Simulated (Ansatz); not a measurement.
# H on Cu(100): change of the work function

Wanted: Δφ(θ) for H/Cu(100), starting from the hollow site.

Program: Ansatz 0.2.0. Level of theory: plane-wave DFT, PBE, Ansatz PAW. Results are calculated unless marked as measured.

This is a report of a sequence of runs, with most program output left out.

**1. Starting point**

The cell holds 4 atoms: 4 Cu. Cell: a = 2.553 Å, b = 2.553 Å, c = 23.415 Å, α = 90.0°, β = 90.0°, γ = 90.0°. Vacuum lies along c.

**2. The clean slab**

The bare slab comes first, as the zero from which every change is counted. The two lowest layers are held at bulk places and the upper ones relax. The dipole correction removes the false field that a one-sided slab makes across the periodic vacuum, so each face gets a flat vacuum level of its own.

Input file input.yaml:

```yaml
crystal:
  lattice:
    - [2.5526554801, 0.0, 0.0]
    - [0.0, 2.5526554801, 0.0]
    - [0.0, 0.0, 23.415]
  atoms:
    - { symbol: Cu, position: [0.5, 0.5, 0.3843689942] }
    - { symbol: Cu, position: [0.0, 0.0, 0.4614563314] }
    - { symbol: Cu, position: [0.5, 0.5, 0.5385436686] }
    - { symbol: Cu, position: [0.0, 0.0, 0.6156310058] }
kpoints:
  mp_grid: { grid: [12, 12, 1] }
hamiltonian:
  xc: pbe
scf:
  occupations: { method: fermi_dirac, width: 0.1 }
  convergence: { dr2_threshold: 1.0e-08 }
efield:
  axis: 3
  dipole_correction: true
  ramp_position: 0.97
  ramp_width: 0.06
relax:
  f_tol: 0.02
  max_steps: 60
  constraints: [{ sites: [0, 1] }]
output:
  write_potential: true
  write_density: true
  volumetric_format: npy
```

The run is started by

```
ansatz run input.yaml --threads 4 --pin off --max-ram 6144MiB --backend cpu --events-out ev --progress --plain --runs-dir out
```

Wall time 18 s (4 threads of Intel Xeon at 2.70GHz, shared host); peak memory 0.54 GiB.

Relaxation path:

```csv
step,energy less that of the first step (eV),largest force component (eV/Å)
1,0.0000,0.2181
2,-0.0019,0.1395
3,-0.0033,0.0021
```

Forces are held to the 8 operations that the run works with; a distortion that breaks them can't arise in this run.

The atoms that moved most (Å):

```csv
atom,dx,dy,dz,length
Cu3,0.000,0.000,0.031,0.031
```

Final coordinates:

```xyz
4
Lattice="2.5527 0.0000 0.0000 0.0000 2.5527 0.0000 0.0000 0.0000 23.4150" Properties=species:S:1:pos:R:3
Cu    1.2763    1.2763    9.0000
Cu    0.0000    0.0000   10.8050
Cu    1.2763    1.2763   12.6413
Cu    0.0000    0.0000   14.4180
```

Numbers from this step:

- energy at zero smearing: -26499.4726 eV
- work function, upper face: 4.571 eV
- dipole along the normal: 4.05e-4 e·Å

Running mean over 1.805 Å of the planar mean; the ramp of the sawtooth is left out. Table of electron's electrostatic potential energy less the Fermi level by z:

```csv
z (Å),electron's electrostatic potential energy less the Fermi level (eV)
3.0,4.58
3.5,4.58
4.0,4.58
4.5,4.58
5.0,4.58
5.5,4.57
6.0,4.54
6.5,4.45
7.0,4.10
7.5,2.70
8.0,-1.44
8.5,-6.20
9.0,-8.30
9.5,-8.63
10.0,-8.72
10.5,-8.78
11.0,-8.72
11.5,-8.54
12.0,-8.55
12.5,-8.77
13.0,-8.94
13.5,-9.00
14.0,-8.80
14.5,-8.20
15.0,-5.53
15.5,-0.619
16.0,3.08
16.5,4.18
17.0,4.46
17.5,4.54
18.0,4.56
18.5,4.57
19.0,4.57
19.5,4.57
20.0,4.57
```

The relaxation took 3 steps and lowered the energy by 0.0033 eV; the largest force on the free atoms ends at 0.0021 eV/Å.

The work function of the upper face is 4.57 eV.

**3. The covered slab, k-mesh 6×6×1, coverage 0.25 ML**

System of this step: Cu16H (H/Cu(100)). The cell holds 17 atoms: 16 Cu and 1 H. Cell: a = 5.105 Å, b = 5.105 Å, c = 24.018 Å, α = 90.0°, β = 90.0°, γ = 90.0°. Vacuum lies along c.

The clean slab as it ended is repeated in the plane and the adsorbate is set on one face; the cell's size fixes the coverage, and the k-mesh shrinks with it to keep the sampling density about even. Adsorbate and upper layers relax, since the dipole depends on the height.

Input file input.yaml:

```yaml
crystal:
  lattice:
    - [5.1053109602, 0.0, 0.0]
    - [0.0, 5.1053109602, 0.0]
    - [0.0, 0.0, 24.017969373]
  atoms:
    - { symbol: Cu, position: [0.25, 0.25, 0.3747194386] }
    - { symbol: Cu, position: [0.0, 0.0, 0.4498715038] }
    - { symbol: Cu, position: [0.25, 0.25, 0.5263280046] }
    - { symbol: Cu, position: [0.0, 0.0, 0.6002992655] }
    - { symbol: Cu, position: [0.25, 0.75, 0.3747194386] }
    - { symbol: Cu, position: [0.0, 0.5, 0.4498715038] }
    - { symbol: Cu, position: [0.25, 0.75, 0.5263280046] }
    - { symbol: Cu, position: [0.0, 0.5, 0.6002992655] }
    - { symbol: Cu, position: [0.75, 0.25, 0.3747194386] }
    - { symbol: Cu, position: [0.5, 0.0, 0.4498715038] }
    - { symbol: Cu, position: [0.75, 0.25, 0.5263280046] }
    - { symbol: Cu, position: [0.5, 0.0, 0.6002992655] }
    - { symbol: Cu, position: [0.75, 0.75, 0.3747194386] }
    - { symbol: Cu, position: [0.5, 0.5, 0.4498715038] }
    - { symbol: Cu, position: [0.75, 0.75, 0.5263280046] }
    - { symbol: Cu, position: [0.5, 0.5, 0.6002992655] }
    - { symbol: H, position: [0.25, 0.25, 0.6252805614] }
kpoints:
  mp_grid: { grid: [6, 6, 1] }
hamiltonian:
  xc: pbe
scf:
  occupations: { method: fermi_dirac, width: 0.1 }
  convergence: { dr2_threshold: 1.0e-08 }
efield:
  axis: 3
  dipole_correction: true
  ramp_position: 0.97
  ramp_width: 0.06
relax:
  f_tol: 0.02
  max_steps: 60
  constraints: [{ sites: [0, 1, 4, 5, 8, 9, 12, 13] }]
output:
  dos: { projected: true, e_range: [-8, 4] }
  write_potential: true
  write_density: true
  volumetric_format: npy
  elf: true
```

Wall time 2.5 min (4 threads); peak memory 3 GiB; 9.4 min of CPU time.

Step by step:

```csv
step,energy less that of the first step (eV),largest force component (eV/Å)
1,0.0000,0.3928
2,-0.0169,0.2777
3,-0.0315,0.0251
4,-0.0319,0.0105
```

Forces are held to the 8 operations that the run works with; a distortion that breaks them can't arise in this run.

The atoms that moved most (Å):

```csv
atom,dx,dy,dz,length
Cu15,0.000,0.000,0.064,0.064
Cu3,0.000,0.000,-0.056,0.056
Cu16,-0.013,-0.013,0.027,0.033
Cu8,0.013,-0.013,0.027,0.033
Cu12,-0.013,0.013,0.027,0.033
Cu4,0.013,0.013,0.027,0.033
Cu11,0.000,0.000,-0.014,0.014
Cu7,0.000,0.000,-0.014,0.014
```

Final coordinates:

```cif
data_structure
_symmetry_space_group_name_H-M 'P 1'
_symmetry_Int_Tables_number 1
_cell_length_a 5.1053
_cell_length_b 5.1053
_cell_length_c 24.0180
_cell_angle_alpha 90.000
_cell_angle_beta 90.000
_cell_angle_gamma 90.000
_cell_volume 626.01
loop_
_atom_site_label
_atom_site_type_symbol
_atom_site_fract_x
_atom_site_fract_y
_atom_site_fract_z
_atom_site_occupancy
Cu1 Cu 0.25000 0.25000 0.37472 1
Cu2 Cu 0.00000 0.00000 0.44987 1
Cu3 Cu 0.25000 0.25000 0.52398 1
Cu4 Cu 0.00252 0.00252 0.60144 1
Cu5 Cu 0.25000 0.75000 0.37472 1
Cu6 Cu 0.00000 0.50000 0.44987 1
Cu7 Cu 0.25000 0.75000 0.52575 1
Cu8 Cu 0.00252 0.49748 0.60144 1
Cu9 Cu 0.75000 0.25000 0.37472 1
Cu10 Cu 0.50000 0.00000 0.44987 1
Cu11 Cu 0.75000 0.25000 0.52575 1
Cu12 Cu 0.49748 0.00252 0.60144 1
Cu13 Cu 0.75000 0.75000 0.37472 1
Cu14 Cu 0.50000 0.50000 0.44987 1
Cu15 Cu 0.75000 0.75000 0.52898 1
Cu16 Cu 0.49748 0.49748 0.60144 1
H17 H 0.25000 0.25000 0.62509 1
```

This step gave:

```yaml
energy_at_zero_smearing: -106013.9192 eV
work_function_upper_face: 4.557 eV
dipole_along_the_normal: -1.74e-4 e·Å
```

Running mean over 1.805 Å of the planar mean; the ramp of the sawtooth is left out. Table of electron's electrostatic potential energy less the Fermi level by z:

```csv
z (Å),electron's electrostatic potential energy less the Fermi level (eV)
3.0,4.56
3.5,4.56
4.0,4.56
4.5,4.56
5.0,4.55
5.5,4.55
6.0,4.52
6.5,4.42
7.0,4.08
7.5,2.67
8.0,-1.45
8.5,-6.19
9.0,-8.31
9.5,-8.64
10.0,-8.73
10.5,-8.79
11.0,-8.76
11.5,-8.59
12.0,-8.58
12.5,-8.74
13.0,-8.77
13.5,-8.76
14.0,-8.86
14.5,-8.70
15.0,-6.26
15.5,-1.32
16.0,2.79
16.5,4.11
17.0,4.44
17.5,4.52
18.0,4.55
18.5,4.55
19.0,4.56
19.5,4.56
20.0,4.56
20.5,4.56
21.0,4.56
```

The density of states has structure finer than the step of the table below, so its rows give means over 0.5 eV, whole bins alone (the curve runs from -8 to 1.98 eV). Peaks (eV: height): -2.86: 95.0, -2.77: 82.4, -2.32: 81.4, -1.95: 81.4, -1.74: 97.7, -1.68: 103, -1.50: 111.

Table of density of states by energy, zero at the Fermi level; means over each step:

```csv
energy (eV),density of states (states/eV a cell)
-7.5,2.73
-7.0,1.88
-6.5,2.23
-6.0,3.80
-5.5,3.78
-5.0,7.69
-4.5,16.2
-4.0,32.5
-3.5,33.6
-3.0,53.4
-2.5,54.6
-2.0,68.6
-1.5,52.8
-1.0,7.34
-0.5,4.54
0.0,6.43
0.5,5.06
1.0,3.82
1.5,4.34
```

Projected DOS per atom over height of the atomic layer and energy from the Fermi level. Layers: Cu4 Cu4 Cu4 Cu4 H from below.

Ten even steps from '_' (0.03 states/eV) to '@' (5.72 states/eV), each cell a mean:
```
__________
__________
__________
__________
__________
__________
__________
++----::__
@@****@@__
%%++++%%__
++++****__
--++====__
::----::__
..====::__
__::..____
____..____
__________
__________
__________
__________
__________
__________
```
Columns: height of the atomic layer (Å) from 9 to 15.0 (not evenly spaced); rows upwards: energy from the Fermi level (eV) from -7.96 to 1.95.

Valence density in the ca plane at fractional y = 0.250, with atoms of Cu and H within 0.2 Å of it. It is the smooth field of the valence electrons, not physical close to the nuclei.

Ten steps, logarithmic in the rise over the least value, from '0' (0 e/Å³) to '9' (41 e/Å³), each cell a mean:
```
00000111100110011110010000000000000000000000
00000244210000134421000000000000000000000000
00001588510000259841000000000000000000000000
00002699620000269951000000000000000000000000
00001476410000147631000000000000000000000000
00000122110000112211000000000000000000000000
00000011100110011100111000000000000000000000
00000111100110111110011000000000000000000000
00000244210000134421011100000000000000000000
00001588510000269841011210000000000000000000
00002699620000279941012210000000000000000000
00001476410000147631011110000000000000000000
00000122110000112210011100000000000000000000
00000011100110011100111000000000000000000000
```
Columns run along c (16.0 Å, from fractional 0.28 to 0.95 of the cell), rows up along a (5.1 Å). Atoms in or near the plane, at fractional coordinates: Cu at (0.37, 0.25), Cu at (0.52, 0.25), Cu at (0.37, 0.75), Cu at (0.53, 0.75), H at (0.63, 0.25).

ELF in the ca plane at fractional y = 0.250, with atoms of Cu and H within 0.2 Å of it. It is the smooth field of the valence electrons, not physical close to the nuclei.

Values, 8 rows by 16 columns, each cell a mean:
```
0.07 0.17 0.19 0.23 0.24 0.21 0.20 0.24 0.23 0.13 0.02 0.00 0.00 0.00 0.00 0.00
0.07 0.16 0.54 0.21 0.23 0.29 0.44 0.24 0.23 0.11 0.02 0.00 0.00 0.00 0.00 0.00
0.07 0.15 0.39 0.21 0.23 0.25 0.34 0.24 0.23 0.11 0.02 0.00 0.00 0.00 0.00 0.00
0.07 0.19 0.20 0.25 0.23 0.24 0.21 0.24 0.23 0.14 0.02 0.00 0.00 0.00 0.00 0.00
0.07 0.17 0.19 0.23 0.24 0.22 0.19 0.23 0.41 0.27 0.03 0.00 0.00 0.00 0.00 0.00
0.07 0.16 0.54 0.21 0.23 0.32 0.42 0.27 0.91 0.59 0.05 0.00 0.00 0.00 0.00 0.00
0.07 0.16 0.39 0.21 0.23 0.26 0.32 0.25 0.80 0.51 0.04 0.00 0.00 0.00 0.00 0.00
0.07 0.19 0.20 0.25 0.23 0.24 0.21 0.23 0.30 0.20 0.03 0.00 0.00 0.00 0.00 0.00
```
Columns run along c (16.0 Å, from fractional 0.28 to 0.95 of the cell), rows up along a (5.1 Å). Atoms in or near the plane, at fractional coordinates: Cu at (0.37, 0.25), Cu at (0.52, 0.25), Cu at (0.37, 0.75), Cu at (0.53, 0.75), H at (0.63, 0.25).

Electrostatic potential energy in the ca plane at fractional y = 0.250, with atoms of Cu and H within 0.2 Å of it. With pseudopotentials it is smooth inside the atoms' cores, unlike the true potential.

Ten even steps from '0' (-49 eV) to '9' (7 eV), each cell a mean:
```
99999888899999988889999999999999999999999999
99998633689999853368999999999999999999999999
99997200279999720028999999999999999999999999
99997100279999610027999999999999999999999999
99998411489999831148999999999999999999999999
99999866899999976689999999999999999999999999
99999989999999998899989999999999999999999999
99999888899999988889999999999999999999999999
99998633689999852368998899999999999999999999
99997200279999610038997479999999999999999999
99997100279999610028995169999999999999999999
99998411489999730158998789999999999999999999
99999866899999876689999999999999999999999999
99999989999999998999988999999999999999999999
```
Columns run along c (16.0 Å, from fractional 0.28 to 0.95 of the cell; values clipped at the 3rd and 97th percentile), rows up along a (5.1 Å). Atoms in or near the plane, at fractional coordinates: Cu at (0.37, 0.25), Cu at (0.52, 0.25), Cu at (0.37, 0.75), Cu at (0.53, 0.75), H at (0.63, 0.25).

The relaxation took 4 steps and lowered the energy by 0.032 eV; the largest force on the free atoms ends at 0.011 eV/Å.

The covered face has 4.56 eV, -0.01 eV against the clean one; the bare back face has moved by -0.03 eV, a measure of how thin the slab is.

**4. Adsorbate added, k-mesh 12×12×1, coverage 1 ML**

System of this step: Cu4H (H/Cu(100)). The cell holds 5 atoms: 4 Cu and 1 H. Its edges and angles: a = 2.553 Å, b = 2.553 Å, c = 24.018 Å, α = 90.0°, β = 90.0°, γ = 90.0°. Vacuum lies along c.

Another coverage, to see how the dipoles act on each other as their distance changes.

input.yaml, the sections that differ from step 3:

```yaml
crystal:
  lattice:
    - [2.5526554801, 0.0, 0.0]
    - [0.0, 2.5526554801, 0.0]
    - [0.0, 0.0, 24.017969373]
  atoms:
    - { symbol: Cu, position: [0.5, 0.5, 0.3747194386] }
    - { symbol: Cu, position: [0.0, 0.0, 0.4498715038] }
    - { symbol: Cu, position: [0.5, 0.5, 0.5263280046] }
    - { symbol: Cu, position: [0.0, 0.0, 0.6002992655] }
    - { symbol: H, position: [0.5, 0.5, 0.6252805614] }
kpoints:
  mp_grid: { grid: [12, 12, 1] }
relax:
  f_tol: 0.02
  max_steps: 60
  constraints: [{ sites: [0, 1] }]
output:
  write_potential: true
  write_density: true
  volumetric_format: npy
# hamiltonian, scf, efield: as in step 3
```

It took 25 s on 4 threads; peak memory 0.56 GiB; 92 s of CPU time.

Step by step:

```csv
step,energy less that of the first step (eV),largest force component (eV/Å)
1,0.0000,0.7581
2,-0.0341,0.4613
3,-0.0604,0.0661
4,-0.0610,0.0033
```

The run keeps the 8 symmetry operations that it works with, so distortions that break them were not tested.

The atoms that moved most (Å):

```csv
atom,dx,dy,dz,length
Cu4,0.000,0.000,0.168,0.168
H5,0.000,0.000,0.034,0.034
Cu3,0.000,0.000,-0.019,0.019
```

The relaxed structure:

```cif
data_structure
_symmetry_space_group_name_H-M 'P 1'
_symmetry_Int_Tables_number 1
_cell_length_a 2.5527
_cell_length_b 2.5527
_cell_length_c 24.0180
_cell_angle_alpha 90.000
_cell_angle_beta 90.000
_cell_angle_gamma 90.000
_cell_volume 156.50
loop_
_atom_site_label
_atom_site_type_symbol
_atom_site_fract_x
_atom_site_fract_y
_atom_site_fract_z
_atom_site_occupancy
Cu1 Cu 0.50000 0.50000 0.37472 1
Cu2 Cu 0.00000 0.00000 0.44987 1
Cu3 Cu 0.50000 0.50000 0.52552 1
Cu4 Cu 0.00000 0.00000 0.60729 1
H5 H 0.50000 0.50000 0.62669 1
```

This step gave:

- energy at zero smearing: -26515.4287 eV
- work function, upper face: 4.372 eV
- work function, lower face: 4.580 eV
- dipole along the normal: 0.007495 e·Å
- step between the vacuum levels: -0.2082 eV

Running mean over 1.805 Å of the planar mean; the ramp of the sawtooth is left out. Table of electron's electrostatic potential energy less the Fermi level by z:

z (Å), electron's electrostatic potential energy less the Fermi level (eV) and a bar from the least value:
```
      3.0        4.6 ##############################
      3.5        4.6 ##############################
      4.0        4.6 ##############################
      4.5        4.6 ##############################
      5.0        4.6 ##############################
      5.5        4.6 ##############################
      6.0        4.5 ##############################
      6.5        4.4 ##############################
      7.0        4.1 #############################
      7.5        2.7 ##########################
      8.0       -1.4 ##################
      8.5       -6.2 ########
      9.0       -8.3 ####
      9.5       -8.6 ###
     10.0       -8.7 ###
     10.5       -8.8 ###
     11.0       -8.8 ###
     11.5       -8.7 ###
     12.0       -8.7 ###
     12.5       -8.7 ###
     13.0       -8.2 ####
     13.5       -7.6 #####
     14.0       -8.5 ###
     14.5      -10.2 
     15.0       -9.0 ###
     15.5       -4.3 ############
     16.0        1.2 #######################
     16.5        3.6 ############################
     17.0        4.2 #############################
     17.5        4.3 #############################
     18.0        4.4 ##############################
     18.5        4.4 ##############################
     19.0        4.4 ##############################
     19.5        4.4 ##############################
     20.0        4.4 ##############################
     20.5        4.4 ##############################
     21.0        4.4 ##############################
```

The relaxation took 4 steps and lowered the energy by 0.061 eV; the largest force on the free atoms ends at 0.0033 eV/Å.

The covered face has 4.37 eV, -0.20 eV against the clean one; the bare back face has moved by -0.00 eV, a measure of how thin the slab is.

**5. Work function against coverage**

This step: plane-wave DFT, PBE, Ansatz PAW; work function against coverage (Ansatz 0.2.0).

The runs are now put side by side.

This step gave:

* work function of the clean face: 4.571 eV
* largest change of the work function: -0.1989 eV

The work function of the covered face by coverage:

```csv
coverage (adsorbates/nm²),work function of the covered face (eV)
0.00,4.57
3.84,4.56
15.35,4.37
```

The dipole per adsorbate comes from the change of the cell's dipole. Coverage, by row:

```csv
coverage (1/nm²),coverage (ML),work function (eV),change (eV),"dipole per adsorbate, positive end outwards (debye)",mean height of the added atoms over the highest substrate atom (Å)
3.837,0.25,4.557,-0.01328,-0.009,0.568
15.35,1,4.372,-0.1989,0.034,0.4661
```

**6. What came out**

```
work function of the clean face                        : 4.57 eV
work function at 0.25 ML                               : 4.56 eV
work function at 1 ML                                  : 4.37 eV
dipole per adsorbate at 0.25 ML, positive end outwards : -0.01 D
```

**Reading.** At the lowest coverage H changes the work function of Cu(100) by under 0.15 eV, within the error of so thin a slab; the largest change, -0.20 eV, comes at higher coverage. The slab has 4 layers, at the tabulated experimental lattice constant, one starting site was run, and quantum-size effects of a slab this thin can reach one or two tenths of an eV.

[Logs are printed without paths, hosts, clocks, repeated set-up lines and the standing remarks that a program may print on its own settings, such as how far it seeks lower states.]

[Hosts, paths, dates, database ids (printed as entryN), source tags and the programs' standing remarks are cut or masked in the printed files.]

[Maps of the electrostatic potential energy from Ansatz leave out the sawtooth potential of an applied field or a dipole correction, so their vacuum need not be flat; planar profiles and work functions include it.]
